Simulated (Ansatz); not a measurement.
# ZrSnGe in the AlB2 type: lattice stability ahead of a resistivity run, part 2 of 3

Question: is the lattice of ZrSnGe in the AlB2 type stable, and if so, what are its coupling constant and resistivity?

Ansatz 0.2.0; DFT PBE, scalar-relativistic, plane waves, PAW; PAW set soft_1.

So far. Step 3 (Relaxing cell and atoms): The largest force is now zero by symmetry and the largest stress component 0.0020 GPa. The relaxed cell has a = 5.017, c = 2.950 Å (conventional setting).

The structure was built from a prototype and need not be the compound's stable phase.

### Step 4. Relaxing tightly for phonons

No force is left; the cell is relaxed once more with another smearing and tight thresholds.

input.yaml

```yaml
crystal:
  lattice:
    - [5.0171014011, 3.3597e-06, 0.0]
    - [-2.5085536101, 4.3449355869, 0.0]
    - [0.0, 0.0, 2.950144644]
  atoms:
    - { symbol: Zr, position: [0.0, 0.0, 0.0] }
    - { symbol: Ge, position: [0.3333333333, 0.6666666667, 0.5] }
    - { symbol: Sn, position: [0.6666666667, 0.3333333333, 0.5] }
kpoints:
  mp_grid: { grid: [6, 6, 10] }
hamiltonian:
  xc: pbe
  pseudopotentials: { kind: paw, azcp: { folder: soft_1 } }
scf:
  occupations: { method: methfessel_paxton, width: 0.2 }
output:
  forces: true
  stress: true
  eigenvalues: true
relax:
  adjacent_minimum: "off"
  f_tol: 0.001
  max_steps: 60
  cell: { stress_tol: 0.01 }
```

Command:

```
$ ansatz run input.yaml --threads 4 --pin off --max-ram 12288MiB --backend cpu --events-out ev --progress --plain --runs-dir out
```

Numbers of over 12 decimals in the logs are rounded to 6 here.

What it wrote:

```text
[the first part of the log is left out]
  E_vxc        = -329.327886  (∫ρ·V_xc dr)
  E_paw        = -9344.521251  (= ΣΔE_a)
  E_vpaw       = -705.267639  (= ΣTr[D̂ρ^β])
  E_aug_tail   = 0.000294  (compensation charges beyond the density's cutoff)
  E_ewald      = -3992.289877
  E_smearing   = 0.003814  (= −TS)
  E_closure    = -0.000000  (closes the sum)
  Σ components = -14503.495227   (vs F -14503.495227, Δ=0.00e0)
[...]
--- Stress (GPa, compression-positive) ---
       -0.002969      -0.000000       0.000000
       -0.000000      -0.002969      -0.000000
        0.000000      -0.000000       0.001068
  P = ⅓ Tr σ = -0.0016 GPa (-0.016 kbar)
--- Band table (eV; the first three rows and the last of 42) ---
[...]
--- Relaxed structure (4 steps of the walk, 4 accepted, 1 SCFs on fresh bases) ---
[...]
cell:  # Å, volume = 64.3523 Å³
    - [5.015159, 3.3583786925942356e-6, 0]
    - [-2.507582, 4.343253, 0]
    - [0, 0, 2.954364]
  atoms:
    - { symbol: Zr, position: [0, 0, 0] }
    - { symbol: Ge, position: [0.333333, 0.666667, 0.5] }
    - { symbol: Sn, position: [0.666667, 0.333333, 0.5] }
```

The job ended after 7.5 s (4 threads of Intel Xeon 6975P-C (Granite Rapids), shared host; peak memory 0.53 GiB; 28 s of CPU time).

Step by step:

```
step  energy less that of the first step (eV)  largest force component (eV/Å)  pressure (GPa)  volume (Å³)
   1                                   0.0000                          0.0000            0.07        64.31
   2                                   0.0000                          0.0000           -0.08        64.41
   3                                  -0.0001                          0.0000            0.01        64.34
   4                                  -0.0001                          0.0000            0.00        64.35
   5                                  -0.0001                          0.0000            0.00        64.35
```

The log counts 1 steps on a newly chosen plane-wave basis, not all of them marked here; energy and pressure can jump at such steps.

```
conventional cell, symmetrised  before  after  change
                         a (Å)   5.017  5.015  -0.0 %
                         b (Å)   5.017  5.015  -0.0 %
                         c (Å)   2.950  2.954  +0.1 %
              volume (Å³/atom)   21.44  21.45  +0.1 %
```

The relaxed structure:

```cif
data_structure
_symmetry_space_group_name_H-M 'P 1'
_symmetry_Int_Tables_number 1
_cell_length_a 5.0152
_cell_length_b 5.0152
_cell_length_c 2.9544
_cell_angle_alpha 90.000
_cell_angle_beta 90.000
_cell_angle_gamma 120.000
_cell_volume 64.35
loop_
_atom_site_label
_atom_site_type_symbol
_atom_site_fract_x
_atom_site_fract_y
_atom_site_fract_z
_atom_site_occupancy
Zr1 Zr 0.00000 0.00000 0.00000 1
Ge2 Ge 0.33333 0.66667 0.50000 1
Sn3 Sn 0.66667 0.33333 0.50000 1
```

This step gave:

* pressure: -0.001623 GPa
* volume per atom: 21.45 Å³/atom

The largest force is now zero by symmetry and the largest stress component 0.0030 GPa, small enough for phonons.

### Step 5. Phonons by linear response: q 2×2×2, k 4×4×6

Before any scattering is computed, the phonons show whether the structure is a minimum.

input.yaml

```yaml
crystal:
  lattice:
    - [5.0151589057, 3.3584e-06, 0.0]
    - [-2.5075823613, 4.3432533372, 0.0]
    - [0.0, 0.0, 2.9543644302]
  atoms:
    - { symbol: Zr, position: [0.0, 0.0, 0.0] }
    - { symbol: Ge, position: [0.3333333333, 0.6666666667, 0.5] }
    - { symbol: Sn, position: [0.6666666667, 0.3333333333, 0.5] }
kpoints:
  mp_grid: { grid: [4, 4, 6] }
hamiltonian:
  xc: pbe
  pseudopotentials: { kind: paw, azcp: { folder: soft_1 } }
scf:
  occupations: { method: methfessel_paxton, width: 0.2 }
output:
  eigenvalues: true
phonons:
  method: dfpt
  qmesh: [2, 2, 2]
  temperatures: { t_max: 1000, t_step: 50 }
  qpath:
    path:
      - [[0.0, 0.0, 0.0], [0.5, 0.0, 0.0], [0.33333333, 0.33333333, 0.0], [0.0, 0.0, 0.0], [0.0, 0.0, 0.5], [0.5, 0.0, 0.5], [0.33333333, 0.33333333, 0.5], [0.0, 0.0, 0.5]]
      - [[0.5, 0.0, 0.5], [0.5, 0.0, 0.0]]
      - [[0.33333333, 0.33333333, 0.5], [0.33333333, 0.33333333, 0.0]]
    npoints: 10
```

What it wrote:

```text
Warning: phonons: the dynamical matrix that this run interpolates holds no multipole term above the dipole-dipole one, and a site of this crystal is no centre of inversion, so its interpolated transverse optical and acoustic branches and sound speeds can stay off near Gamma, and the density of states and the thermodynamics with them. What a run solves at a wave vector of phonons.qpoints, Gamma apart, where the deck admits one, is free of this, and under fd what a larger phonons.supercell samples
[...]
Crystal: 3 atoms, lattice volume = 64.352 Å³
Basis set: ecut = 420 eV, 1263 PW (Γ), exchange–correlation on 72×72×40 points (8 copies of the dense FFT grid, shifted against one another)
Bands: 24, of which v1, the nominal top of the filled ones, is band 20 counted from 1 (19 counted from 0)
Symmetry: 12 space group operations
k-points: 16 of 96 (time reversal used)
[...]
SCF iter   1: F=—  HF=-14505.359890 eV  |F-HF|=—  |Δ(HF+E_count)|=         —  Δρ=6.19e-2  dr2=8.66e0  ethr=3.10e-3  ⟨swp⟩=6.1  Hψ=3860  notcnv=0
[...]
SCF iter  11: F=-14503.454713 eV  HF=-14503.454713 eV  |F-HF|=0.00e0  |Δ(HF+E_count)|=  9.09e-12  S|Δr|=    0.00e0  Δρ=3.18e-8  dr2=9.54e-13  ethr=1.00e-12  ⟨swp⟩=12.0  Hψ=2189  notcnv=0
SCF 1 converged in 11 iterations: F = -14503.454713 eV  dr2 = 9.54e-13
[...]
SCF iter   1: F=—  HF=-14503.454710 eV  |F-HF|=—  |Δ(HF+E_count)|=         —  Δρ=2.04e-7  dr2=3.71e-11  ethr=2.67e-8  ⟨swp⟩=3.3  Hψ=2993  notcnv=0
eigensolver tolerance schedule: the retry pair's looser diagonalisation over-reported the residual by 288067.24 of it (diagonalisation noise at an unbounded share of the residual, at the tolerance the schedule requests for it); recorded, not acted on — ethr = c·dr2/N_el stays at c = 1.0e-1
[...]
SCF iter   2: F=—  HF=-14503.454713 eV  |F-HF|=—  |Δ(HF+E_count)|=   3.13e-6  S|Δr|=    0.00e0  Δρ=1.64e-7  dr2=3.04e-11  ethr=1.00e-12  ⟨swp⟩=3.2  Hψ=820  notcnv=0
SCF iter   3: F=-14503.454713 eV  HF=-14503.454713 eV  |F-HF|=7.28e-12  |Δ(HF+E_count)|=  1.09e-11  S|Δr|=    0.00e0  Δρ=7.97e-8  dr2=5.84e-12  ethr=1.00e-12  ⟨swp⟩=2.5  Hψ=1089  notcnv=0
SCF 2 converged in 3 iterations: F = -14503.454713 eV  dr2 = 5.84e-12
phonons: the bands overlap, so this run is a metal and interpolates without the dipole-dipole term. If the crystal is really an insulator or semiconductor, its LO-TO splitting is missing
NSCF: frozen V_eff on 16 k-points
[...]
DFPT response loops at q = (0, 0, 0) (fractional): preconditioner auto → Kerker (q_TF=auto, 2.520 Å⁻¹) (partly filled bands, converged f_vac=0.000); β = 1.00, the filter's whole step (`scf.mixing.beta` (0.50) is not read by the response loops under this deck's `scf.mixing.preconditioner`; to damp them name `kerker` or `kerker_dos`, under which they read `scf.mixing.beta`, and type it under 1.00, their step now; both keys bind the ground state too); Broyden in place of MSR1
[...]
SCF converged after 11 iterations
Stability not checked: this state was not tested for a lower state beside it, because cold or Methfessel-Paxton smearing, or corrected tetrahedra, fill the levels in a way that the test cannot read (fill_not_monotonic; see scf.lower_state_search)
Free energy (F): -14503.454713 eV
[...]
Internal energy: -14503.453430 eV  (E = F + TS)
E sigma→0 (E₀):  -14503.454392 eV
Entropy (-TS):   -0.001283 eV (-0.428 meV/atom)
Fermi energy:    13.204379 eV
[...]
--- Band table (eV; the first three rows and the last of 16) ---
  k-point 0: bands = [... 16 lower, 9.0680, 9.0680, 11.5779, 13.0943, 13.0943, 16.6492, 16.6492, 17.2079, ... 4 higher]
  k-point 1: bands = [... 16 lower, 9.5481, 9.5481, 12.3596, 12.6762, 12.6762, 14.9615, 16.7206, 16.7206, ... 4 higher]
  k-point 2: bands = [... 16 lower, 10.1698, 10.9160, 10.9160, 11.8098, 11.8098, 15.2304, 15.4891, 15.4891, ... 4 higher]
  k-point 15: bands = [... 16 lower, 8.9857, 10.0175, 10.6651, 12.4599, 14.1187, 14.6639, 14.7231, 15.7635, ... 4 higher]
--- Phonons (Γ-DFPT): 6 representative perturbations + reference (Σ response iterations 18) ---
  ASR residual: 4.795e-5 → 0.000e0 eV/Å²; symmetrization residual: 1.496e-5 eV/Å²
  ASR residual per site (eV/Å²): 2.77e-5 3.02e-5 4.79e-5
  Γ frequencies (cm⁻¹): 0.00 0.00 0.00 35.58 80.03 109.50 109.50 156.06 156.06
--- Phonons (arbitrary-q DFPT): 4 irreducible q on the 2×2×2 mesh ---
  q = [0.0000, 0.0000, 0.0000] (star 1, of the zone-centre solve; hermiticity 5.28e-6, symmetrization 2.67e-7): -0.00 0.00 0.00 35.58 80.03 109.50 109.50 156.06 156.06
  q = [0.0000, 0.0000, -0.5000] (star 1, 6 solved perturbations in 168 linear systems a pass and spin channel, the states on 40 of 96 k-point pairs; hermiticity 3.65e-6, symmetrization 3.38e-7): 16.87 74.05 74.05 131.07 131.07 148.47 148.47 160.32 202.97
[...]
sum rule: each row above includes the acoustic sum rule's correction from the zone centre's row sums; it moved no ω² by more than (0.34 cm⁻¹)²
  mesh force constants: q→R imaginary residual 1.70e-17; ASR residual 4.795e-5 → 0.000e0 eV/Å²; symmetrization residual 3.997e-15 eV/Å²
  interpolated dispersion: 93 rows × 9 modes
  density of states and harmonic sums: on the 14×14×22 q-mesh, interpolated from the force constants of a 2×2×2 supercell (no non-analytic term)
  largest difference from the sums on the solved wave vectors: F 8.13e-3 eV, S 1.86e-5 and C_V 1.05e-5 eV/K
  zero-point energy: 0.055473 eV/cell   skipped modes (ω ≤ 0): 172, of them read as no rigid motion or as one in doubt: 169 (6.282e-1 modes/cell left out, lowest -62.48 cm⁻¹)   left out of the sums: 6.99e-2 of the cell's modes: C_V's classical limit lies that fraction below 3 k_B per atom; for a crystal, a wire or a layer, F and S can be off by more, and a phonons.interpolated_qmesh denser along its periods is the remedy for the sampling
```

Run time: 26 s. Hardware: 4 threads; peak memory 0.68 GiB.

This step gave:

```
share of imaginary modes in the plain interpolation between solved wavevectors : 0.0685
highest frequency, solved or plainly interpolated                              : 203 cm⁻¹
```

Solved on the 2×2×2 mesh alone; all other wavevectors are interpolated. Phonon branches along the path, in cm⁻¹:

```
    point  branch 1  branch 2  branch 3  branch 4  branch 5  branch 6  branch 7  branch 8  branch 9
        Γ         0         0         0        36        80       110       110       156       156
  halfway        19        30        42        66        77       106       110       153       161
        M        26        40        52        71        91       110       112       147       165
  halfway        36        44        51        67        86       108       121       145       165
        K        48        51        52        59        79       110       130       140       165
  halfway        24        33        43        74        76       102       113       152       161
        Γ         0         0         0        36        80       110       110       156       156
  halfway        26        55        55       117       120       120       152       152       152
        A        17        74        74       131       131       148       148       160       203
  halfway       -36        56        70       110       120       140       150       165       200
        L       -62        32        66        97       107       131       152       166       197
  halfway       -62       -22        80        86       112       126       153       166       197
        H       -61       -38        77        91       113       118       154       166       196
  halfway       -41        46        74       104       118       137       151       165       199
        A        17        74        74       131       131       148       148       160       203
jump to L       -62        32        66        97       107       131       152       166       197
  halfway       -36        36        80        91       110       132       140       146       158
        M        26        40        52        71        91       110       112       147       165
jump to H       -61       -38        77        91       113       118       154       166       196
  halfway       -34        24        79        86       123       128       136       143       160
        K        48        51        52        59        79       110       130       140       165
```

The phonon branches as a text plot (rows in cm⁻¹):

```
    197 |                      *******************       *
    186 |                     *                           *
    175 |                                         *        *
    164 |  ***********       *  ****************** * ****** *****
    153 |*****      *********************************    ***
    142 |     ******          *   ***        **    ******   *  **
    131 |        **        * ******  ***   **  *******      *****
    120 |      **  **      ***    ***   *** ***      **  ******
    109 |*********** ******        ********* *   *********     **
     98 |           **    **         **     *    ***  *       *
     87 |    ****  **    *             *****        ** ********
     76 |******  ** *****      *****   * ******** **** **********
     65 |      *****         **   * ***       *  *    *        **
     54 |  * *******      * *      **        *         **       *
     43 | ************** * *         *                ***     ***
     32 |*  * **    ** ** **          *     *    ***** **    *
     20 | ****       *** ** ******     *        *     *     * *
      9 |**           ** *                     *
     -2 |*              *                  *
    -13 |                         *                          *
    -24 |                               *     *      *     *
    -35 |                          *     **  *      *    ** *
    -46 |                           *       *      *
    -57 |                            *******     **      ***
         Γ    M  K      Γ       A     L  H     A|L     M|H      K
```

Lowest modes at the softest wavevector of the mesh. The modes at q = (0.000, 0.500, 0.500) (shares of kinetic energy by element, %) (negative means imaginary):

```
mode  frequency (cm⁻¹)  Zr %  Ge %  Sn %
   1             -62.5    21    77     2
   2              32.5     0    35    65
   3              66.4     0    29    71
   4              97.2    60    22    17
   5             106.9   100     0     0
   6             131.3     0    71    29
```

Displacements in mode 1 (-62.5 cm⁻¹), the largest set to 1, in the home cell:
```
Zr1  0.00 -0.46  0.00
Ge2  0.00  0.00 -1.00
Sn3  0.00  0.00 -0.13
```

Displacements in mode 5 (106.9 cm⁻¹), the largest set to 1, in the home cell:
```
Zr1 1.00 0.00 0.00
Ge2 0.00 0.00 0.00
Sn3 0.00 0.00 0.00
```

Among the solved wavevectors the lowest mode, translations apart, is -62.5 cm⁻¹, imaginary.

(Part 2 of 3 ends here.)

[Logs are printed without paths, hosts, clocks, repeated set-up lines and the standing remarks that a program may print on its own settings, such as how far it seeks lower states.]

[Hosts, paths, dates, database ids (printed as entryN), source tags and the programs' standing remarks are cut or masked in the printed files.]
